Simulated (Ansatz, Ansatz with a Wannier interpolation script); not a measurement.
Planning a run of Ansatz 0.2.0 on Sb (buckled honeycomb monolayer). The input:

```yaml
crystal:
  lattice:
    - [4.0191575202, 0.0, 0.0]
    - [-2.0095787601, 3.4806925143, 0.0]
    - [0.0, 0.0, 26.4]
  atoms:
    - { symbol: Sb, position: [0.3333333333, 0.6666666667, 0.469352981] }
    - { symbol: Sb, position: [0.6666666667, 0.3333333333, 0.530647019] }
  periodic: [true, true, false]
kpoints:
  mp_grid: { grid: [6, 6, 1] }
hamiltonian:
  xc: lda
scf:
  occupations: { method: fixed }
gw:
  n_empty_bands: 600
  ecut_chi: 80.0
  qp_bands: [v3, c3]
  screening: { model: contour_deformation }
```

```sh
ansatz run input.yaml --threads 12 --pin off --max-ram 27648MiB --backend cpu --events-out ev --progress --plain --runs-dir out
```

**Question.** How long will it take on 12 threads of Intel Xeon 6975P-C (Granite Rapids), shared host, and how much memory?

It took 57 s; on shared hardware allow 28 s to 1.9 min. Peak host memory was 6.5 GiB. The sizes that set the cost: 7277 plane waves a state, 7 irreducible k points, 615 bands summed, 561 plane waves in the screening and 6 SCF cycles.

The screening grows as filled bands × empty bands × pairs of k points, times the square of the screening basis for the matrix.

[Paths, hosts, dates, memory and timing lines, banners, echoed tables and standing remarks are left out of the program output.]

[Logs are printed without paths, hosts, clocks, repeated set-up lines and the standing remarks that a program may print on its own settings, such as how far it seeks lower states.]

[Runs of the session that timed out or met a known fault of the program may be left out.]

[Hosts, paths, dates, database ids (printed as entryN), source tags and the programs' standing remarks are cut or masked in the printed files.]
